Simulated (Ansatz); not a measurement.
# Hf3AuC antiperovskite: lattice stability ahead of a resistivity run

The plan: relax Hf3AuC antiperovskite, check its phonons, and, if the lattice is stable, compute its Eliashberg function and ρ(T).

Calculated with Ansatz 0.2.0; DFT PBEsol, scalar-relativistic, plane waves, PAW.

The structure was built from a prototype and need not be the compound's stable phase.

## Step 1: Set-up

The structure is cubic, space group Pm-3m (No. 221). Conventional cell: a = 4.453 Å, b = 4.453 Å, c = 4.453 Å, α = 90.00°, β = 90.00°, γ = 90.00°. Nearest to Au lie 12 Hf at 3.15 Å. Nearest to Hf lie 2 C at 2.23 Å and 8 Hf at 3.15 Å and 4 Au at 3.15 Å. Nearest to C lie 6 Hf at 2.23 Å. Farther neighbours are not listed.

## Step 2: Relaxing cell and atoms

The structure is brought to rest under this functional.

Contents of input.yaml:

```yaml
crystal:
  lattice:
    - [4.45335, 0.0, 0.0]
    - [0.0, 4.45335, 0.0]
    - [0.0, 0.0, 4.45335]
  atoms:
    - { symbol: Au, position: [0.0, 0.0, 0.0] }
    - { symbol: Hf, position: [0.5, 0.5, 0.0] }
    - { symbol: Hf, position: [0.5, 0.0, 0.5] }
    - { symbol: Hf, position: [0.0, 0.5, 0.5] }
    - { symbol: C, position: [0.5, 0.5, 0.5] }
kpoints:
  mp_grid: { grid: [6, 6, 6] }
hamiltonian:
  xc: pbesol
scf:
  occupations: { method: gaussian, width: 0.1 }
output:
  forces: true
  stress: true
  eigenvalues: true
relax:
  adjacent_minimum: "off"
  f_tol: 0.005
  max_steps: 80
  cell: { stress_tol: 0.05 }
```

The run is started by

```bash
ansatz run input.yaml --threads 4 --pin off --max-ram 16384MiB --backend cpu --events-out ev --progress --plain --runs-dir out
```

Numbers of over 12 decimals in the logs are rounded to 6 here.

The program printed:

```text
Engine: ansatz 0.2.0, aarch64-unknown-linux-gnu
Pseudopotentials: kind: paw
Pseudopotential: Au, paw, valence charge 19, recommended cutoff 420 eV (normal), Au.paw.azcp
Pseudopotential: Hf, paw, valence charge 26, recommended cutoff 420 eV (normal), Hf.paw.azcp
Pseudopotential: C, paw, valence charge 4, recommended cutoff 420 eV (normal), C.paw.azcp
Functional definition: PBEsol
  exchange = pbesol_x
  correlation = pbesol_c
Crystal: 5 atoms, lattice volume = 88.320 Å³
Basis set: ecut = 420 eV, 1743 PW (Γ), exchange–correlation on 60×60×60 points (8 copies of the dense FFT grid, shifted against one another)
Bands: 61, of which v1, the nominal top of the filled ones, is band 51 counted from 1 (50 counted from 0)
Symmetry: 48 space group operations
Space group: Pm-3m (ITA 221), of the structure as read, at distance tolerance 4.5e-5 Å
k-points: 20 of 216
Non-local potential: Au, projectors of the file, l = 0: 3, l = 1: 2, l = 2: 2, l = 3: 1
Non-local potential: Hf, projectors of the file, l = 0: 3, l = 1: 2, l = 2: 2, l = 3: 3
Non-local potential: C, projectors of the file, l = 0: 2, l = 1: 2, l = 2: 1
PAW form: soft (Blöchl's): semilocal exchange-correlation on the pseudo side does not see the compensation charge
PAW frozen core: Au, regenerated for the run's functional, and the local potential with it (the file was generated under x = pbe(κ = 0.804, μ = 0.219515), c = pbe(β = 0.066725))
PAW frozen core: Hf, regenerated for the run's functional, and the local potential with it (the file was generated under x = pbe(κ = 0.804, μ = 0.219515), c = pbe(β = 0.066725))
PAW frozen core: C, regenerated for the run's functional, and the local potential with it (the file was generated under x = pbe(κ = 0.804, μ = 0.219515), c = pbe(β = 0.066725))
PAW one-centre angular grid: Au, 590 points (default); XC on 64 Gauss nodes
PAW one-centre angular grid: Hf, 590 points (default); XC on 64 Gauss nodes
PAW one-centre angular grid: C, 110 points (default); XC on 64 Gauss nodes
Initial density: superposition of atomic densities (neutral atoms: chi_scale 0, normalization atom), corrected by the library's trained network
Initial wavefunctions: pseudopotential atomic-orbital guess
Functional: x = pbesol(κ = 0.804, μ = 0.123457), c = pbesol(β = 0.046)
SCF iter   1: F=—  HF=-60051.002576 eV  |F-HF|=—  |Δ(HF+E_count)|=         —  Δρ=1.07e-2  dr2=2.29e-1  ethr=1.77e-3  ⟨swp⟩=5.2  Hψ=3629  notcnv=0  defer=9
preconditioner: auto → Kerker (q_TF=auto, 2.790 Å⁻¹)  [metal: Δε(μ)=0.065 eV  Ē_g=16.372 eV  σ=0.100 eV  W_gap=0.35  n_scr=26 (ndim 8)  ℏωp=36.9 eV  f_vac=0.000  D(μ)=2.46/eV (n_scr^D=18)]
SCF iter   2: F=—  HF=-60050.966323 eV  |F-HF|=—  |Δ(HF+E_count)|=   3.63e-2  Δρ=6.04e-3  dr2=7.20e-2  ethr=2.27e-4  ⟨swp⟩=1.1  Hψ=1423  notcnv=0  defer=14
preconditioner: auto → Resta (q_TF=auto, 2.790 Å⁻¹)  ε∞=6.0  [insulator: Δε(μ)=0.119 eV  Ē_g=16.409 eV  σ=0.100 eV  W_gap=0.57  n_scr=26 (ndim 8)  ℏωp=36.9 eV  f_vac=0.000  D(μ)=2.25/eV (n_scr^D=18)  ε∞_Penn≈6.0]
SCF iter   3: F=—  HF=-60050.948254 eV  |F-HF|=—  |Δ(HF+E_count)|=   1.81e-2  Δρ=1.62e-3  dr2=5.57e-3  ethr=7.13e-5  ⟨swp⟩=2.1  Hψ=1456  notcnv=0  defer=14
SCF iter   4: F=—  HF=-60050.946623 eV  |F-HF|=—  |Δ(HF+E_count)|=   1.63e-3  Δρ=9.27e-4  dr2=7.76e-4  ethr=5.51e-6  ⟨swp⟩=2.0  Hψ=2133  notcnv=0  defer=14
SCF iter   5: F=—  HF=-60050.945991 eV  |F-HF|=—  |Δ(HF+E_count)|=   6.32e-4  Δρ=2.92e-4  dr2=4.82e-5  ethr=7.69e-7  ⟨swp⟩=2.0  Hψ=2009  notcnv=0  defer=14
SCF iter   6: F=—  HF=-60050.946003 eV  |F-HF|=—  |Δ(HF+E_count)|=   1.20e-5  Δρ=6.74e-5  dr2=5.69e-6  ethr=4.77e-8  ⟨swp⟩=2.1  Hψ=2122  notcnv=0  defer=15
SCF iter   7: F=—  HF=-60050.946003 eV  |F-HF|=—  |Δ(HF+E_count)|=   5.61e-7  Δρ=2.01e-5  dr2=2.77e-7  ethr=5.63e-9  ⟨swp⟩=2.1  Hψ=2095  notcnv=0  defer=15
SCF iter   8: F=—  HF=-60050.946003 eV  |F-HF|=—  |Δ(HF+E_count)|=   2.21e-7  Δρ=7.93e-6  dr2=3.12e-8  ethr=9.90e-11  ⟨swp⟩=9.7  Hψ=5730  notcnv=0
SCF iter   9: F=-60050.946003 eV  HF=-60050.946003 eV  |F-HF|=1.18e-9  |Δ(HF+E_count)|=   1.75e-8  Δρ=1.10e-6  dr2=1.04e-9  ethr=3.09e-11  ⟨swp⟩=4.3  Hψ=3923  notcnv=0
SCF 1 converged in 9 iterations: F = -60050.946003 eV  dr2 = 1.04e-9
  greatest PAW one-centre occupation: 1.001 electrons in one spin orbital (limit 2), on the Au atom at site 0 (counted from 0), in its partial waves of l = 0
relax step   1: F+E_penalty+E_count = -60050.94600298 eV  Δ(F+E_penalty+E_count) = +0.000e0 eV  max|allowed force component| = 6.542e-29 eV/Å  Δτ_max = 0.0000 Å  P = -4.679 GPa  Ω = 88.320 Å³  (9 SCF iters, dr2 threshold 1.00e-7 eV, accepted)
Crystal: 5 atoms, lattice volume = 83.010 Å³
Basis set: ecut = 420 eV, 1647 PW (Γ), exchange–correlation on 60×60×60 points (8 copies of the dense FFT grid, shifted against one another)
Initial density: handed on by an earlier stage of this run
Initial wavefunctions: those handed on with the density
iter 1 solved again at ethr=8.34e-4 eV; its pass at ethr=3.10e-3 eV (dr2=8.43e-1 eV) is discarded
SCF iter   1: F=—  HF=-60051.099215 eV  |F-HF|=—  |Δ(HF+E_count)|=         —  Δρ=2.00e-2  dr2=8.48e-1  ethr=8.34e-4  ⟨swp⟩=1.6  Hψ=5058  notcnv=0
preconditioner: auto → Resta (q_TF=auto, 2.819 Å⁻¹)  ε∞=6.3  [insulator: Δε(μ)=0.179 eV  Ē_g=16.565 eV  σ=0.100 eV  W_gap=0.74  n_scr=26 (ndim 8)  ℏωp=38.0 eV  f_vac=0.000  D(μ)=0.84/eV (n_scr^D=0)  ε∞_Penn≈6.3]
SCF iter   2: F=—  HF=-60050.941358 eV  |F-HF|=—  |Δ(HF+E_count)|=   1.58e-1  Δρ=5.35e-3  dr2=2.84e-2  ethr=8.34e-4  ⟨swp⟩=2.0  Hψ=1745  notcnv=0
SCF iter   3: F=—  HF=-60050.934539 eV  |F-HF|=—  |Δ(HF+E_count)|=   6.82e-3  Δρ=2.52e-3  dr2=7.99e-3  ethr=2.82e-5  ⟨swp⟩=2.0  Hψ=2317  notcnv=0
SCF iter   4: F=—  HF=-60050.932306 eV  |F-HF|=—  |Δ(HF+E_count)|=   2.23e-3  Δρ=5.16e-4  dr2=2.77e-4  ethr=7.91e-6  ⟨swp⟩=2.0  Hψ=2148  notcnv=0
SCF iter   5: F=—  HF=-60050.932205 eV  |F-HF|=—  |Δ(HF+E_count)|=   1.00e-4  Δρ=1.76e-4  dr2=2.71e-5  ethr=2.75e-7  ⟨swp⟩=2.1  Hψ=2004  notcnv=0
SCF iter   6: F=—  HF=-60050.932188 eV  |F-HF|=—  |Δ(HF+E_count)|=   1.72e-5  Δρ=9.58e-5  dr2=6.57e-6  ethr=2.68e-8  ⟨swp⟩=2.0  Hψ=2128  notcnv=0
SCF iter   7: F=-60050.932187 eV  HF=-60050.932188 eV  |F-HF|=1.67e-7  |Δ(HF+E_count)|=   6.95e-7  Δρ=1.73e-5  dr2=2.68e-7  ethr=4.95e-10  ⟨swp⟩=7.1  Hψ=6010  notcnv=0
SCF 2 converged in 7 iterations: F = -60050.932187 eV  dr2 = 2.68e-7
  greatest PAW one-centre occupation: 1.002 electrons in one spin orbital (limit 2), on the Au atom at site 0 (counted from 0), in its partial waves of l = 0
relax step   2: F+E_penalty+E_count = -60050.93218735 eV  Δ(F+E_penalty+E_count) = +1.382e-2 eV  max|allowed force component| = 2.698e-29 eV/Å  Δτ_max = 0.0000 Å  P = +6.346 GPa  Ω = 83.010 Å³  energy of the carried Pulay correction = +4.089e-3 eV  (7 SCF iters, dr2 threshold 5.00e-7 eV, rejected (line search))
Crystal: 5 atoms, lattice volume = 85.986 Å³
iter 1 solved again at ethr=2.81e-4 eV; its pass at ethr=3.10e-3 eV (dr2=2.84e-1 eV) is discarded
SCF iter   1: F=—  HF=-60051.043459 eV  |F-HF|=—  |Δ(HF+E_count)|=         —  Δρ=1.13e-2  dr2=2.93e-1  ethr=2.81e-4  ⟨swp⟩=1.4  Hψ=5053  notcnv=0
preconditioner: auto → Kerker (q_TF=auto, 2.802 Å⁻¹)  [metal: Δε(μ)=0.063 eV  Ē_g=16.494 eV  σ=0.100 eV  W_gap=0.34  n_scr=26 (ndim 8)  ℏωp=37.4 eV  f_vac=0.000  D(μ)=2.42/eV (n_scr^D=18)]
SCF iter   2: F=—  HF=-60050.996101 eV  |F-HF|=—  |Δ(HF+E_count)|=   4.74e-2  Δρ=3.94e-3  dr2=4.81e-2  ethr=2.81e-4  ⟨swp⟩=2.0  Hψ=1494  notcnv=0
preconditioner: auto → Resta (q_TF=auto, 2.802 Å⁻¹)  ε∞=6.1  [insulator: Δε(μ)=0.155 eV  Ē_g=16.486 eV  σ=0.100 eV  W_gap=0.67  n_scr=26 (ndim 8)  ℏωp=37.4 eV  f_vac=0.000  D(μ)=2.08/eV (n_scr^D=18)  ε∞_Penn≈6.1]
SCF iter   3: F=—  HF=-60050.985557 eV  |F-HF|=—  |Δ(HF+E_count)|=   1.05e-2  Δρ=1.56e-3  dr2=3.74e-3  ethr=4.76e-5  ⟨swp⟩=1.9  Hψ=1444  notcnv=0
SCF iter   4: F=—  HF=-60050.984557 eV  |F-HF|=—  |Δ(HF+E_count)|=   1.00e-3  Δρ=3.48e-4  dr2=1.07e-4  ethr=3.71e-6  ⟨swp⟩=2.0  Hψ=2153  notcnv=0
SCF iter   5: F=—  HF=-60050.984507 eV  |F-HF|=—  |Δ(HF+E_count)|=   5.01e-5  Δρ=1.07e-4  dr2=9.01e-6  ethr=1.06e-7  ⟨swp⟩=2.1  Hψ=2082  notcnv=0
SCF iter   6: F=—  HF=-60050.984527 eV  |F-HF|=—  |Δ(HF+E_count)|=   2.06e-5  Δρ=6.43e-5  dr2=3.63e-6  ethr=8.92e-9  ⟨swp⟩=2.0  Hψ=2138  notcnv=0
SCF iter   7: F=—  HF=-60050.984526 eV  |F-HF|=—  |Δ(HF+E_count)|=   1.23e-6  Δρ=1.38e-5  dr2=2.24e-7  ethr=3.60e-9  ⟨swp⟩=2.0  Hψ=2152  notcnv=0
SCF iter   8: F=—  HF=-60050.984526 eV  |F-HF|=—  |Δ(HF+E_count)|=   4.72e-8  Δρ=4.16e-6  dr2=1.07e-8  ethr=2.21e-10  ⟨swp⟩=2.0  Hψ=2131  notcnv=0
SCF iter   9: F=—  HF=-60050.984526 eV  |F-HF|=—  |Δ(HF+E_count)|=   1.33e-9  Δρ=1.28e-6  dr2=1.89e-9  ethr=1.06e-11  ⟨swp⟩=2.0  Hψ=2130  notcnv=0
SCF iter  10: F=-60050.984526 eV  HF=-60050.984526 eV  |F-HF|=1.46e-11  |Δ(HF+E_count)|=  3.35e-10  Δρ=1.59e-7  dr2=2.59e-11  ethr=1.00e-12  ⟨swp⟩=8.1  Hψ=6409  notcnv=0
SCF 3 converged in 10 iterations: F = -60050.984526 eV  dr2 = 2.59e-11
relax step   3: F+E_penalty+E_count = -60050.98452605 eV  Δ(F+E_penalty+E_count) = -3.852e-2 eV  max|allowed force component| = 7.941e-30 eV/Å  Δτ_max = 0.0000 Å  P = -0.263 GPa  Ω = 85.986 Å³  energy of the carried Pulay correction = +1.767e-3 eV  (10 SCF iters, accepted)
[...]
relax step   4: F+E_penalty+E_count = -60050.98473609 eV  Δ(F+E_penalty+E_count) = -2.100e-4 eV  max|allowed force component| = 6.143e-29 eV/Å  Δτ_max = 0.0000 Å  P = +0.012 GPa  Ω = 85.851 Å³  energy of the carried Pulay correction = +1.870e-3 eV  (5 SCF iters, dr2 threshold 1.73e-7 eV, accepted)
Initial wavefunctions: pseudopotential atomic-orbital guess (no wavefunctions were taken with the density)
iter 1 solved again at ethr=2.01e-8 eV; its pass at ethr=3.10e-3 eV (dr2=2.03e-5 eV) is discarded
SCF iter   1: F=—  HF=-60050.983037 eV  |F-HF|=—  |Δ(HF+E_count)|=         —  Δρ=6.71e-5  dr2=7.20e-7  ethr=2.01e-8  ⟨swp⟩=3.9  Hψ=7437  notcnv=0
preconditioner: auto → Resta (q_TF=auto, 2.803 Å⁻¹)  ε∞=6.1  [insulator: Δε(μ)=0.157 eV  Ē_g=16.493 eV  σ=0.100 eV  W_gap=0.52  n_scr=26 (ndim 8)  ℏωp=37.4 eV  f_vac=0.000  D(μ)=1.81/eV (n_scr^D=6)  ε∞_Penn≈6.1]
SCF iter   2: F=—  HF=-60050.983092 eV  |F-HF|=—  |Δ(HF+E_count)|=   5.41e-5  Δρ=3.96e-5  dr2=4.23e-7  ethr=7.12e-10  ⟨swp⟩=2.1  Hψ=2263  notcnv=0
SCF iter   3: F=—  HF=-60050.983092 eV  |F-HF|=—  |Δ(HF+E_count)|=   1.97e-8  Δρ=2.23e-5  dr2=9.65e-8  ethr=4.19e-10  ⟨swp⟩=2.0  Hψ=1980  notcnv=0
SCF iter   4: F=—  HF=-60050.983092 eV  |F-HF|=—  |Δ(HF+E_count)|=   2.91e-8  Δρ=7.12e-6  dr2=1.69e-8  ethr=9.56e-11  ⟨swp⟩=2.9  Hψ=2109  notcnv=0
SCF iter   5: F=—  HF=-60050.983092 eV  |F-HF|=—  |Δ(HF+E_count)|=  6.84e-10  Δρ=1.17e-6  dr2=4.52e-10  ethr=1.68e-11  ⟨swp⟩=2.0  Hψ=2177  notcnv=0
SCF iter   6: F=—  HF=-60050.983092 eV  |F-HF|=—  |Δ(HF+E_count)|=  3.49e-10  Δρ=4.15e-7  dr2=1.13e-10  ethr=1.00e-12  ⟨swp⟩=2.1  Hψ=2169  notcnv=0
SCF iter   7: F=-60050.983092 eV  HF=-60050.983092 eV  |F-HF|=1.46e-11  |Δ(HF+E_count)|=  4.37e-11  Δρ=1.05e-7  dr2=6.62e-12  ethr=1.00e-12  ⟨swp⟩=5.0  Hψ=4634  notcnv=0
SCF 5 converged in 7 iterations: F = -60050.983092 eV  dr2 = 6.62e-12
relax step   5: F+E_penalty+E_count = -60050.98309156 eV  Δ(F+E_penalty+E_count) = +1.645e-3 eV  max|allowed force component| = 1.620e-28 eV/Å  Δτ_max = 0.0000 Å  P = -0.001 GPa  Ω = 85.851 Å³  stress off target by 1.33e-3 GPa  SCF on the basis re-selected at this cell (its energy is not comparable with the rows above)  (7 SCF iters)
basis re-selected at this cell: Δ(F+E_penalty+E_count) = +1.645e-3 eV, ΔP = -0.013 GPa vs the last step (what re-selecting the basis moved, of the pressure what is left beyond the Pulay correction that the steps carried, after the strain that the cell walked since its last selection, with what the two solves' SCF thresholds leave and, on support functions, any second-order correction that the steps lacked; it is no m [...]
SCF converged after 7 iterations
Free energy (F): -60050.983092 eV
Harris-Foulkes:  -60050.983092 eV  (|F-HF|=1.46e-11)
Internal energy: -60050.974039 eV  (E = F + TS)
E sigma→0 (E₀):  -60050.978565 eV
Entropy (-TS):   -0.009053 eV (-1.811 meV/atom)
Fermi energy:    20.207516 eV
--- Per-component energies (eV) ---
  E_band       = -27.840799
  E_kinetic    = 1964.934266
  E_local      = -16960.526791  (includes V_loc(G=0)·N_el)
  E_nonlocal   = -3614.948651
  E_hartree    = 7913.080738
  E_xc         = -1170.042347
  E_vxc        = -1135.400886  (∫ρ·V_xc dr)
  E_paw        = -30080.063279  (= ΣΔE_a)
  E_vpaw       = 3891.938387  (= ΣTr[D̂ρ^β])
  E_aug_tail   = 0.001407  (compensation charges beyond the density's cutoff)
  E_ewald      = -18107.493237
  E_core_change = 4.083854  (= ΣΔE_core)
  E_smearing   = -0.009053  (= −TS)
  E_closure    = 0.000000  (closes the sum)
  Σ components = -60050.983092   (vs F -60050.983092, Δ=0.00e0)
--- Forces (eV/Å), atoms counted from 1 ---
  atom   1  Au     0.00000000     0.00000000    -0.00000000
  atom   2  Hf    -0.00000000     0.00000000     0.00000000
  atom   3  Hf     0.00000000    -0.00000000     0.00000000
  atom   4  Hf     0.00000000     0.00000000     0.00000000
  atom   5  C      0.00000000    -0.00000000     0.00000000
  max |Σ_I F_I| component: 2.15e-28 eV/Å
--- Stress (GPa, compression-positive) ---
       -0.001326      -0.000000      -0.000000
       -0.000000      -0.001326       0.000000
       -0.000000       0.000000      -0.001326
  P = ⅓ Tr σ = -0.0013 GPa (-0.013 kbar)
--- Band table (eV; the first three rows and the last of 20) ---
  k-point 0: bands = [... 47 lower, 19.3064, 19.3064, 19.3064, 20.1988, 20.1988, 23.7791, 23.7791, 23.7791, ... 6 higher]
  k-point 1: bands = [... 47 lower, 19.2481, 19.5331, 19.5331, 19.8482, 20.3724, 22.4034, 22.9871, 22.9871, ... 6 higher]
  k-point 2: bands = [... 47 lower, 18.3879, 19.1220, 19.4469, 19.4469, 20.9207, 21.6816, 22.9053, 22.9053, ... 6 higher]
  k-point 19: bands = [... 47 lower, 20.2018, 20.2018, 20.2018, 21.3176, 21.3176, 21.3176, 21.9995, 21.9995, ... 6 higher]
--- Relaxed structure (4 steps of the walk, 3 accepted, 1 SCFs on fresh bases) ---
  F+E_penalty+E_count = -60050.98309156 eV   max|allowed force component| = 1.620e-28 eV/Å   (the final SCF, on the basis selected at the relaxed cell)
  cell:  # Å, volume = 85.8507 Å³
    - [4.411449, 0, 0]
    - [0, 4.411449, 0]
    - [0, 0, 4.411449]
  atoms:
    - { symbol: Au, position: [0, 0, 0] }
    - { symbol: Hf, position: [0.500000, 0.500000, 0] }
    - { symbol: Hf, position: [0.500000, 0, 0.500000] }
    - { symbol: Hf, position: [0, 0.500000, 0.500000] }
    - { symbol: C, position: [0.500000, 0.500000, 0.500000] }
```

Wall time 11 s (4 threads of Arm Neoverse V1, shared host); peak memory 0.51 GiB; 38 s of CPU time.

Relaxation path:

```tsv
step	energy less that of the first step (eV)	largest force component (eV/Å)	pressure (GPa)	volume (Å³)
1	0.0000	0.0000	-4.68	88.32
2	0.0138	0.0000	6.35	83.01
3	-0.0385	0.0000	-0.26	85.99
4	-0.0387	0.0000	0.01	85.85
5*	-0.0371	0.0000	0.00	85.85
```

Relaxation steps marked * repeat the geometry before them on a plane-wave basis chosen anew for their cell, so energy and pressure can jump there. Relaxation step 2 was tried and not accepted.

The run keeps the 48 symmetry operations that it works with, so distortions that break them were not tested.

```tsv
conventional cell, symmetrised	before	after	change
a (Å)	4.453	4.411	-0.9 %
b (Å)	4.453	4.411	-0.9 %
c (Å)	4.453	4.411	-0.9 %
volume (Å³/atom)	17.66	17.17	-2.8 %
```

Numbers from this step:

```
pressure          : -0.001326 GPa
volume per atom   : 17.17 Å³
metallic on mesh  : yes
gap on the k-mesh : 0 eV
```

The largest force is now zero by symmetry and the largest stress component 0.0013 GPa, small enough for phonons.

(Part 1 of 2 ends here.)

[Logs are printed without paths, hosts, clocks, repeated set-up lines and the standing remarks that a program may print on its own settings, such as how far it seeks lower states.]

[Hosts, paths, dates, database ids (printed as entryN), source tags and the programs' standing remarks are cut or masked in the printed files.]
